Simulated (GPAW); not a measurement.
Consider NaMgF3 (Pm-3m).

```xyz
5
Lattice="3.9508 0.0000 0.0000 0.0000 3.9508 0.0000 0.0000 0.0000 3.9508" Properties=species:S:1:pos:R:3 pbc="T T T"
Mg    1.9754    1.9754    1.9754
Na    0.0000    0.0000    0.0000
F     0.0000    1.9754    1.9754
F     1.9754    0.0000    1.9754
F     1.9754    1.9754    0.0000
```

Absorber: atom 1, with 6 F at 1.98 Å (octahedral, site symmetry m-3m). Method: GPAW, LDA, full core hole (charged cell), 10-atom cell with 5.6 Å between holes, 6×6×6 k points, dipole transitions, Gaussian full width 0.9 eV up to 4 eV, rising linearly to 3.5 eV at 25 eV.

Q: Where do the maxima of the Mg K edge fall?

Main maxima up to 24 eV above the zero (height): 6.0 eV (1.96), 8.8 eV (3.56) and 14.6 eV (1.30). A K edge sees empty p states on the absorber. The total-energy difference plus the lowest empty eigenvalue puts the zero at 1308.70 eV. One term is added: -12.89 eV, since the hole is spin-paired here and a spin-polarised one costs that much less in the free atom (computed apart). The photon energy is then 1295.81 eV. The tabulated edge of the element is 1303 eV. The functional and the charged cell's background leave an error in such absolute values: in the free atom LDA prices this hole 6.5 eV below PBE (computed apart), and PBE is itself good to a few eV.

The Mg K spectrum (energy from the lowest empty level; intensity scaled to a mean of 1 over the first 20 eV):

```csv
E (eV),intensity
-2.00,0.00
-1.25,0.00
-0.50,0.00
0.25,0.00
1.00,0.02
1.75,0.03
2.50,0.06
3.25,0.25
4.00,0.46
4.75,0.71
5.50,1.59
6.25,1.92
7.00,1.57
7.75,2.16
8.50,3.36
9.25,3.16
10.00,1.45
10.75,0.55
11.50,0.53
12.25,0.68
13.00,0.89
13.75,1.15
14.50,1.30
15.25,1.23
16.00,1.05
16.75,0.84
17.50,0.62
18.25,0.44
19.00,0.32
19.75,0.24
20.50,0.20
21.25,0.19
22.00,0.20
22.75,0.22
23.50,0.27
24.25,0.35
25.00,0.44
25.75,0.53
26.50,0.60
27.25,0.64
28.00,0.66
28.75,0.68
29.50,0.71
30.25,0.73
31.00,0.72
31.75,0.66
```

The holes are only 5.6 Å apart, so the shape is probably not converged with cell size; no larger cell was run here. The mesh is coarse (0.27 Å⁻¹ between points), so small maxima may be mesh ripples. The structure is a computed Materials Project entry and may be a hypothetical form.

[Banner, clock and machine lines of the logs are left out without a mark of their own.]

[Logs are printed without paths, hosts, clocks, repeated set-up lines and the standing remarks that a program may print on its own settings, such as how far it seeks lower states.]

[Hosts, paths, dates, database ids (printed as entryN), source tags and the programs' standing remarks are cut or masked in the printed files.]

[Lists of maxima count a maximum above −3 eV only where it reaches 4 % of the highest in the window and stands out from its surroundings by 2 % of it (1.5 % where it reaches 55 %); shoulders and weaker maxima are passed over, and of the rest the first, up to two pre-edge ones and the few strongest are named.]
